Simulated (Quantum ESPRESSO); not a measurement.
# C (Diamond): zone-centre phonons

Which modes does C (Diamond) have at the zone centre?

Method: DFT LDA, scalar-relativistic, plane waves, PseudoDojo norm-conserving pseudopotentials, in Quantum ESPRESSO 7.5.

**What experiment says.**

“Creating two-dimensional solid helium via diamond lattice confinement” (2022, pmc:9553866) quotes from earlier work for C, diamond cubic (pristine diamond, quoted literature value): lattice constant a (cubic lattice constant a) 3.567 Å [literature experimental value quoted in the paper's theory part for comparison …].

“Damage-free highly efficient plasma-assisted polishing of a 20-mm square large mosaic single crystal diamond substrate” (2020, pmc:7655941) reports for C, diamond, by confocal micro-Raman, 532 nm excitation (mosaic (100) single crystal grown by microwave plasma CVD with nitrogen addition, plasma-assisted polished area): Raman mode (first-order diamond Raman line (zone-centre optical phonon), average …) 1332.9 cm⁻¹ [average over several points on polished mosaic CVD crystal; slightly shifted and …].

**1. The starting structure**

Symmetry: Fd-3m, No. 227, cubic system. Conventional cell: a = 3.567 Å, b = 3.567 Å, c = 3.567 Å, α = 90.00°, β = 90.00°, γ = 90.00°. C has 4 C at 1.54 Å nearest.

**2. A probe with smearing**

Before anything dear is run, a loose run with smearing shows whether this is a metal and how far the cell is from rest.

Input file probe.in:

```
 &control
    calculation='scf',
    prefix='x',
    outdir='./tmp',
    pseudo_dir='./pseudo',
    tprnfor=.true.,
    tstress=.true.,
    verbosity='high',
 /
 &system
    ibrav=0,
    nat=2,
    ntyp=1,
    ecutwfc=90.0,
    occupations='smearing',
    smearing='gaussian',
    degauss=0.01,
 /
 &electrons
    conv_thr=1.0d-07,
    mixing_beta=0.7,
    electron_maxstep=100,
 /
ATOMIC_SPECIES
 C      12.0110  C.upf
CELL_PARAMETERS angstrom
    -1.783370000    0.000000000    1.783370000
     0.000000000    1.783370000    1.783370000
    -1.783370000    1.783370000    0.000000000
ATOMIC_POSITIONS crystal
 C      0.500000000   0.500000000   0.500000000
 C      0.250000000   0.250000000   0.250000000
K_POINTS automatic
 8 8 8 0 0 0
```

Launch:

```sh
> OMP_NUM_THREADS=1 mpirun -n 4 pw.x -nk 4 -in probe.in > probe.out
```

Output:

```text
[banners, grids, parts of the stress and lines that vanish by symmetry left out]
Program PWSCF v.7.5
     Message from routine setup:
     using ibrav=0 with symmetry is DISCOURAGED, use correct ibrav instead
[...]
kinetic-energy cutoff     =      90.0000  Ry
     charge density cutoff     =     360.0000  Ry
     scf convergence threshold =      1.0E-07
[...]
Exchange-correlation= SLA  PW   NOGX NOGC
                           (   1   4   0   0   0   0   0)
[...]
48 Sym. Ops., with inversion, found (24 have fractional translation)
[...]
(     0          1          0      )
                  (     0          0          1      )
[...]
(  0.0000000  1.0000000  0.0000000 )
                  ( -0.0000000 -0.0000000  1.0000000 )
[...]
(     1          0         -1      )
[...]
(     0          1         -1      )       (  0.2500000 )
                  (     0          1          0      )       (  0.2500000 )
[...]
( -1.0000000  0.0000000  0.0000000 )       (  0.3535534 )
                  (  0.0000000  1.0000000 -0.0000000 )       (  0.3535534 )
[...]
number of k points=    29  Gaussian smearing, width (Ry)=  0.0100
[...]
End of self-consistent calculation
[...]
the Fermi energy is    15.8429 ev
!    total energy              =     -24.12855812 Ry
[...]
convergence has been achieved in   5 iterations
[...]
atom    1 type  1   force =     0.00000000    0.00000000    0.00000000
     atom    2 type  1   force =     0.00000000    0.00000000   -0.00000000
[...]
Total force =     0.000000     Total SCF correction =     0.000000
[...]
total   stress  (Ry/bohr**3)                   (kbar)     P=     -109.68
[...]
XML data file, charge density, pseudopotentials, collected wavefunctions

   JOB DONE.
```

Run time: 1.6 s. Hardware: 4 MPI ranks of Arm Neoverse N1, shared host; 6.2 s of CPU time.

Read from the output:

```yaml
volume_per_atom: 5.672 Å³
pressure: -10.97 GPa
gap_on_the_k_mesh: 4.141 eV
```

A gap of 4.1 eV opens on this mesh, so the crystal is taken as an insulator; the start stands at -11 GPa.

**3. Relaxation**

The relaxation runs at a cutoff a fifth above that of the response, since stress converges more slowly with the basis than frequencies do. Forces and stress are brought to rest with tight thresholds.

Input file relax.in:

```
 &control
    calculation='vc-relax',
    prefix='x',
    outdir='./tmp',
    pseudo_dir='./pseudo',
    tprnfor=.true.,
    tstress=.true.,
    forc_conv_thr=2.0d-05,
    etot_conv_thr=1.0d-07,
    nstep=40,
 /
 &system
    ibrav=0,
    nat=2,
    ntyp=1,
    ecutwfc=108,
    occupations='fixed',
    nbnd=6,
 /
 &electrons
    conv_thr=1.0d-11,
    mixing_beta=0.7,
    electron_maxstep=100,
 /
 &ions
 /
 &cell
    press_conv_thr=0.2,
 /
ATOMIC_SPECIES
 C      12.0110  C.upf
CELL_PARAMETERS angstrom
    -1.783370000    0.000000000    1.783370000
     0.000000000    1.783370000    1.783370000
    -1.783370000    1.783370000    0.000000000
ATOMIC_POSITIONS crystal
 C      0.500000000   0.500000000   0.500000000
 C      0.250000000   0.250000000   0.250000000
K_POINTS automatic
 10 10 10 0 0 0
```

Launch:

```sh
> OMP_NUM_THREADS=1 mpirun -n 4 pw.x -nk 4 -in relax.in > relax.out
```

Output:

```text
[banners, grids, parts of the stress and lines that vanish by symmetry left out]
[banner, memory and clock lines left out]
Program PWSCF v.7.5

[...]
kinetic-energy cutoff     =     108.0000  Ry
     charge density cutoff     =     432.0000  Ry
     scf convergence threshold =      1.0E-11
[...]
energy convergence thresh.=      1.0E-07
     force convergence thresh. =      2.0E-05
     press convergence thresh. =      2.0E-01
     Exchange-correlation= SLA  PW   NOGX NOGC
                           (   1   4   0   0   0   0   0)
[...]
48 Sym. Ops., with inversion, found (24 have fractional translation)
[...]
number of k points=    47
[...]
End of self-consistent calculation
[...]
highest occupied, lowest unoccupied level (ev):    13.1280   17.3062
!    total energy              =     -24.12862035 Ry
[...]
convergence has been achieved in   9 iterations
[...]
atom    1 type  1   force =     0.00000000    0.00000000    0.00000000
     atom    2 type  1   force =    -0.00000000   -0.00000000   -0.00000000
     Total force =     0.000000     Total SCF correction =     0.000000
[...]
total   stress  (Ry/bohr**3)                   (kbar)     P=     -109.94
[...]
number of bfgs steps    =   0
[...]
CELL_PARAMETERS (angstrom)
[...]
ATOMIC_POSITIONS (crystal)
C                0.5000000000        0.5000000000        0.5000000000
C                0.2500000000        0.2500000000        0.2500000000
[...]
New effective cutoffs (rho, wfc):  443.98  112.15
[...]
End of self-consistent calculation
[...]
highest occupied, lowest unoccupied level (ev):    14.1725   18.4906
!    total energy              =     -24.12811345 Ry
[...]
convergence has been achieved in   5 iterations
[...]
atom    1 type  1   force =     0.00000000    0.00000000   -0.00000000
     atom    2 type  1   force =    -0.00000000   -0.00000000    0.00000000
     Total force =     0.000000     Total SCF correction =     0.000000
[...]
total   stress  (Ry/bohr**3)                   (kbar)     P=      157.01
[...]
number of bfgs steps    =   1
[...]
CELL_PARAMETERS (angstrom)
[...]
ATOMIC_POSITIONS (crystal)
C                0.5000000000        0.5000000000        0.5000000000
C                0.2500000000        0.2500000000        0.2500000000
[...]
New effective cutoffs (rho, wfc):  434.53  109.76
[...]
End of self-consistent calculation
[...]
highest occupied, lowest unoccupied level (ev):    13.5708   17.8086
!    total energy              =     -24.12933236 Ry
[...]
convergence has been achieved in   5 iterations
[...]
atom    1 type  1   force =    -0.00000000   -0.00000000    0.00000000
     atom    2 type  1   force =     0.00000000    0.00000000   -0.00000000
     Total force =     0.000000     Total SCF correction =     0.000000
[...]
total   stress  (Ry/bohr**3)                   (kbar)     P=       -2.00
[...]
number of bfgs steps    =   1
[...]
CELL_PARAMETERS (angstrom)
[...]
ATOMIC_POSITIONS (crystal)
[...]
New effective cutoffs (rho, wfc):  434.66  109.80
[...]
End of self-consistent calculation
[...]
highest occupied, lowest unoccupied level (ev):    13.5790   17.8179
!    total energy              =     -24.12933258 Ry
[...]
convergence has been achieved in   5 iterations
[...]
atom    1 type  1   force =    -0.00000000   -0.00000000    0.00000000
     atom    2 type  1   force =     0.00000000    0.00000000   -0.00000000
     Total force =     0.000000     Total SCF correction =     0.000000
[...]
total   stress  (Ry/bohr**3)                   (kbar)     P=        0.07
[...]
number of bfgs steps    =   2
[...]
small trust_radius: resetting bfgs history
[...]
CELL_PARAMETERS (angstrom)
[...]
ATOMIC_POSITIONS (crystal)
[...]
New effective cutoffs (rho, wfc):  434.65  109.79
[...]
End of self-consistent calculation
[...]
highest occupied, lowest unoccupied level (ev):    13.5784   17.8172
!    total energy              =     -24.12933258 Ry
[...]
convergence has been achieved in   3 iterations
[...]
atom    1 type  1   force =    -0.00000000   -0.00000000    0.00000000
     atom    2 type  1   force =    -0.00000000    0.00000000   -0.00000000
     Total force =     0.000000     Total SCF correction =     0.000000
[...]
total   stress  (Ry/bohr**3)                   (kbar)     P=       -0.10
[...]
bfgs converged in   5 scf cycles and   3 bfgs steps
[...]
End of BFGS Geometry Optimization
     Final enthalpy           =     -24.1293325767 Ry
     File ./tmp/x.bfgs deleted, as requested
[...]
CELL_PARAMETERS (angstrom)
[...]
ATOMIC_POSITIONS (crystal)
C                0.5000000000        0.5000000000        0.5000000000
C                0.2500000000        0.2500000000        0.2500000000
[...]
Final scf calculation at the relaxed structure.
[...]
kinetic-energy cutoff     =     108.0000  Ry
     charge density cutoff     =     432.0000  Ry
     scf convergence threshold =      1.0E-13
[...]
press convergence thresh. =      2.0E-01
     Exchange-correlation= SLA  PW   NOGX NOGC
                           (   1   4   0   0   0   0   0)
[...]
48 Sym. Ops., with inversion, found (24 have fractional translation)
[...]
number of k points=    47
[...]
c_bands:  1 eigenvalues not converged
[...]
End of self-consistent calculation
[...]
highest occupied, lowest unoccupied level (ev):    13.5784   17.8172
!    total energy              =     -24.12933082 Ry
[...]
convergence has been achieved in   9 iterations
[...]
atom    1 type  1   force =     0.00000000   -0.00000000    0.00000000
     atom    2 type  1   force =    -0.00000000    0.00000000   -0.00000000
     Total force =     0.000000     Total SCF correction =     0.000000
[...]
total   stress  (Ry/bohr**3)                   (kbar)     P=       -0.10
[...]
XML data file, charge density, pseudopotentials, collected wavefunctions
```

Elapsed: 9.2 s, on 4 MPI ranks.

Step by step:

| step | energy less that of the first step (eV) | largest force (eV/Å) | pressure (GPa) | volume (Å³) |
| --- | --- | --- | --- | --- |
| 1 | 0.0000 | 0.0000 | -10.99 | 11.34 |
| 2 | 0.0069 | 0.0000 | 15.70 | 10.72 |
| 3 | -0.0097 | 0.0000 | -0.20 | 11.07 |
| 4 | -0.0097 | 0.0000 | 0.01 | 11.07 |
| 5 | -0.0097 | 0.0000 | -0.01 | 11.07 |
| 6 | -0.0097 | 0.0000 | -0.01 | 11.07 |

| conventional cell, symmetrised | before | after | change |
| --- | --- | --- | --- |
| a (Å) | 3.567 | 3.537 | -0.8 % |
| b (Å) | 3.567 | 3.537 | -0.8 % |
| c (Å) | 3.567 | 3.537 | -0.8 % |
| volume (Å³/atom) | 5.67 | 5.53 | -2.4 % |

Final coordinates:

```xyz
2
Lattice="-1.7687 0.0000 1.7687 0.0000 1.7687 1.7687 -1.7687 1.7687 0.0000" Properties=species:S:1:pos:R:3 pbc="T T T"
C    -1.7687    1.7687    1.7687
C    -0.8844    0.8844    0.8844
```

The last row of the table of steps is pw.x's closing run on a basis chosen anew for the final cell, so its energy can jump.

Read from the output:

- volume per atom: 5.533 Å³
- pressure: -0.01 GPa
- gap on the k-mesh: 4.239 eV

The volume changes by -2.4 % from the cell with which this run began.

**4. Self-consistent run for the response**

The response is built on this ground state, so it is converged far tighter than an energy would need. With a gap, occupations are fixed, which also allows the response to an electric field.

Input file scf.in:

```
 &control
    calculation='scf',
    prefix='x',
    outdir='./tmp',
    pseudo_dir='./pseudo',
    tprnfor=.true.,
    tstress=.true.,
 /
 &system
    ibrav=0,
    nat=2,
    ntyp=1,
    ecutwfc=90.0,
    occupations='fixed',
    nbnd=6,
 /
 &electrons
    conv_thr=1.0d-12,
    mixing_beta=0.7,
    electron_maxstep=100,
 /
ATOMIC_SPECIES
 C      12.0110  C.upf
CELL_PARAMETERS angstrom
    -1.768743271    0.000000000    1.768743271
     0.000000000    1.768743271    1.768743271
    -1.768743271    1.768743271    0.000000000
ATOMIC_POSITIONS crystal
 C      0.500000000   0.500000000   0.500000000
 C      0.250000000   0.250000000   0.250000000
K_POINTS automatic
 12 12 12 0 0 0
```

Launch:

```sh
> OMP_NUM_THREADS=1 mpirun -n 4 pw.x -nk 4 -in scf.in > scf.out
```

Output:

```text
[banners, grids, parts of the stress and lines that vanish by symmetry left out]
[banner, memory and clock lines left out]
Program PWSCF v.7.5

[...]
kinetic-energy cutoff     =      90.0000  Ry
     charge density cutoff     =     360.0000  Ry
     scf convergence threshold =      1.0E-12
[...]
Exchange-correlation= SLA  PW   NOGX NOGC
                           (   1   4   0   0   0   0   0)
[...]
48 Sym. Ops., with inversion, found (24 have fractional translation)
[...]
number of k points=    72
[...]
End of self-consistent calculation
[...]
highest occupied, lowest unoccupied level (ev):    13.5783   17.8033
!    total energy              =     -24.12932605 Ry
[...]
convergence has been achieved in  11 iterations
[...]
atom    1 type  1   force =    -0.00000000   -0.00000000    0.00000000
     atom    2 type  1   force =     0.00000000   -0.00000000    0.00000000
     Total force =     0.000000     Total SCF correction =     0.000000
[...]
total   stress  (Ry/bohr**3)                   (kbar)     P=       -0.19
[...]
XML data file, charge density, pseudopotentials, collected wavefunctions
```

Run time: 3.7 s. Hardware: 4 MPI ranks; 14 s of CPU time.

This step gave:

| Item | Value |
| --- | --- |
| pressure | -0.019 GPa |
| gap on the k-mesh | 4.225 eV |

The cell stands at -0.019 GPa, close enough for phonons.

(Continued in part 2 of 2.)

[Host names and launcher messages were left out of these logs when they were recorded.]

[Logs are printed without paths, hosts, clocks, repeated set-up lines and the standing remarks that a program may print on its own settings, such as how far it seeks lower states.]

[Hosts, paths, dates, database ids (printed as entryN), source tags and the programs' standing remarks are cut or masked in the printed files.]
